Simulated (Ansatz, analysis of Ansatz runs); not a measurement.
# B-H pair in alpha-quartz: local vibrational mode against experiment, part 2 of 2

How near does this set-up come to the measured local vibrational mode? Subject: B-H pair in alpha-quartz. Set-up: PBE, 72-site cell, PBE lattice, 420 eV, k: 2x2x2 shifted 0.5 0.5 0.5. The model is a cell of 72 host atoms with B put on another atom's site and H put in between. The frequencies come from force constants among the defect atom and its neighbours, with the masses of the isotopes named. This set-up takes another sampling or smearing than the usual one for this cell.

Ansatz 0.2.0; PBE, 72-site cell, PBE lattice, 420 eV, k: 2x2x2 shifted 0.5 0.5 0.5.

So far: The structure; Relaxation, charge 0.

### 2. Relaxation, charge 0 (continued)

Level of this step: plane-wave PAW DFT, PBE; relaxation of all atoms of a defect supercell (Ansatz).

Relaxation path:

```tsv
step	energy less that of the first step (eV)	largest force component (eV/Å)
1	0.0000	8.1438
2	-2.7230	3.8488
3	-3.8086	1.5929
4	-4.1036	0.5202
5	-4.2094	0.3119
6	-4.2537	0.4128
7	-4.3183	1.0258
8	-4.4049	1.0672
9	-4.5435	0.5208
10	-4.5992	0.9876
11	-4.6562	0.1873
12	-4.6670	0.2559
13	-4.6780	0.1787
14	-4.6862	0.2586
15	-4.6896	0.0642
16	-4.6914	0.0551
17	-4.6927	0.0357
18	-4.6929	0.0152
19	-4.6929	0.0061
```

The atoms that moved most (Å, from the sites as typed, ahead of the random displacement):

```tsv
atom	dx	dy	dz	length
H73	-0.957	-1.170	-0.350	1.551
O26	0.114	-0.226	-0.016	0.253
O16	0.027	0.250	-0.025	0.253
O31	0.164	0.162	-0.070	0.241
O63	0.207	0.055	-0.063	0.224
O15	-0.191	0.095	0.039	0.217
O52	-0.171	0.050	-0.112	0.210
O4	-0.189	-0.033	0.060	0.201
```

Neighbours of the ideal centre at the end:

```tsv
atom	distance (Å)
B12	1.062
O4	1.414
O15	1.760
O9	1.774
O16	1.780
H73	1.849
Si1	2.801
Si19	3.061
```

Neighbours of the added atoms: H73: O4 0.97, Si1 2.22, O63 2.22 Å.

Read from the output:

```
free energy : -42112.3102 eV
```

The relaxation ends 64 meV an atom lower than the displaced start, with a largest force component of 0.0061 eV/Å.

### 3. Local vibrational modes

A local mode lives on the defect and the atoms next to it, so only the sites listed in the input are displaced, which costs far fewer SCF runs than the whole cell would.

This step: plane-wave PAW DFT, PBE; finite-displacement force constants among the atoms nearest to a defect, the others at rest.

File modes/input.yaml:

```yaml
crystal:
  lattice:
    - [10.03667685, 0.0, 0.0]
    - [-5.01833842, 8.69201712, 0.0]
    - [0.0, 0.0, 11.01794798]
  atoms:
    - { symbol: Si, position: [0.229820705, -0.013794879, 0.33025354] }
    - { symbol: Si, position: [0.001496903, 0.244279355, 0.16904318] }
[... 1 atom line left out ...]
    - { symbol: O, position: [0.177738123, 0.104282007, 0.38632175] }
[... 3 atom lines left out ...]
    - { symbol: O, position: [0.084187928, 0.368015228, 0.278269849] }
    - { symbol: O, position: [0.30113192, 0.422072119, 0.447415312] }
[... 1 atom line left out ...]
    - { symbol: Si, position: [0.010191418, 0.252540025, 0.668476002] }
    - { symbol: B, position: [0.281379611, 0.316335275, 0.535477] }
[... 2 atom lines left out ...]
    - { symbol: O, position: [0.40743696, 0.3037242, 0.567330419] }
    - { symbol: O, position: [0.145245775, 0.235913438, 0.600566722] }
[... 2 atom lines left out ...]
    - { symbol: Si, position: [0.243262321, 0.495620544, 0.343029679] }
[... 7 atom lines left out ...]
    - { symbol: O, position: [0.29262045, 0.918294186, 0.436274717] }
[... 19 atom lines left out ...]
    - { symbol: Si, position: [0.489653078, 0.24401118, 0.663106468] }
[... 25 atom lines left out ...]
    - { symbol: H, position: [0.07150426, 0.053704718, 0.414572063] }
basis:
  ecutwfc: 420
  xc_grid: 2
hamiltonian:
  xc: pbe
kpoints:
  mp_grid: { grid: [2, 2, 2], shift: [0.5, 0.5, 0.5] }
scf:
  occupations: { method: fermi_dirac, width: 0.01 }
  max_iter: 120
output: {}
checkpoint:
  read: "../relax.run"
phonons:
  supercell: [1, 1, 1]
  displaced_sites: [0, 3, 15, 62, 72]
```

Started as:

```bash
$ ansatz run input.yaml --threads 4 --pin off --max-ram 7536MiB --backend cpu --events-out ev --progress --plain --runs-dir out
```

Numbers of over 12 decimals in the logs are rounded to 6 here.

The log of the run:

```text
[...]
Crystal: 73 atoms, lattice volume = 961.194 Å³
Basis set: ecut = 420 eV, 18781 PW (Γ), exchange–correlation on 144×144×150 points (8 copies of the dense FFT grid, shifted against one another)
Bands: 265, of which v1, the nominal top of the filled ones, is band 192 counted from 1 (191 counted from 0)
Symmetry: 1 space group operations
k-points: 4 of 8 (time reversal used)
[...]
iter 1 solved again at ethr=1.74e-11 eV; its pass at ethr=3.10e-3 eV (dr2=6.67e-8 eV) is discarded
[...]
SCF iter   5: F=-42112.310235 eV  HF=-42112.310235 eV  |F-HF|=3.64e-11  |Δ(HF+E_count)|=  1.53e-10  Δρ=7.82e-8  dr2=4.38e-11  ethr=1.00e-12  ⟨swp⟩=4.0  Hψ=3188  notcnv=0
SCF 1 converged in 5 iterations: F = -42112.310235 eV  dr2 = 4.38e-11
[...]
SCF 2 converged in 9 iterations: F = -42112.310125 eV  dr2 = 1.13e-12
[...]
symmetry images taken by strict's conditions (phonons.symmetry_images: auto; settled by no image being taken that strict refuses)
  force constants formed among 5 of 73 sites (Si 0, O 3, O 15, O 62, H 72); the other 68 at rest. The modes move the named sites alone.
  the frequencies, the zero-point energy and the sums are of the block with the acoustic sum rule laid on its rows. Row sums over every site: 2.4e-4 eV/Å² at the most
  transpose residual: 4.9e-4 eV/Å²
  largest component of a force at the reference: 3.8e-3 eV/Å on a named site, 6.0e-3 eV/Å on a site at rest
  frequencies among the named sites at Γ of the cell (cm⁻¹): 220.98 253.22 300.44 318.01 379.96 396.53 433.96 447.94 652.12 661.10 889.21 936.18 981.27 987.16 3627.28
  unstable modes among the named sites: 0
  frequencies as built, with no sum rule (cm⁻¹): 220.98 253.24 300.44 318.01 379.96 396.54 433.97 447.94 652.12 661.10 889.21 936.18 981.26 987.16 3627.28
  zero-point energy: 0.712001 eV/cell   skipped modes (ω ≤ 0): 0
  not written: the harmonic force-constant file, the file of eigenvectors (these modes' are written with the force constants), the density of states and the dispersion, which are of every site
[key lines of the parts left out:]
SCF converged after 5 iterations
Free energy (F): -42112.310235 eV
Fermi energy:    5.008541 eV
```

The job ended after 26 min (4 threads of Arm Neoverse V1, shared host; peak memory 4.7 GiB).

The column dr2 measures how far the density is from self-consistency, as an energy; F and HF (Harris–Foulkes) agree once it is small.

Read from the output:

| Item | Value |
| --- | --- |
| free energy | -42112.3102 eV |

The modes with the largest weight on the probed atoms (the light atom of a pair), for the masses of each isotope. Modes of the displaced atoms (local only where they lie over the host's phonons):

```tsv
isotopes	mode (cm⁻¹)	share of the defect atoms
H	3628	0.941
H	981.3	0.686
H	396.5	0.569
D	2641	0.886
D	754.8	0.478
D	232.7	0.346
```

### 4. What came out

```json
{"distance from the defect atom to its nearest neighbour": "0.975 Å", "O-H stretch, 1H": "3628 cm⁻¹", "time of the whole chain": "39 min on 4 threads"}
```

What this shows: O-H stretch, 1H: computed 3628 cm⁻¹, measured 3595 cm⁻¹; 33 cm⁻¹ (1 %) above the measurement. The computed value is harmonic, while the measured line is the anharmonic fundamental, which for X–H stretches usually lies a few per cent lower. Only the named neighbours move, so modes near the host's band are approximate.

[Logs are printed without paths, hosts, clocks, repeated set-up lines and the standing remarks that a program may print on its own settings, such as how far it seeks lower states.]

[Hosts, paths, dates, database ids (printed as entryN), source tags and the programs' standing remarks are cut or masked in the printed files.]

[For some hosts the program warned that the k-mesh of the response run may be too coarse for force constants and the static dielectric constant; such warnings are not shown here.]
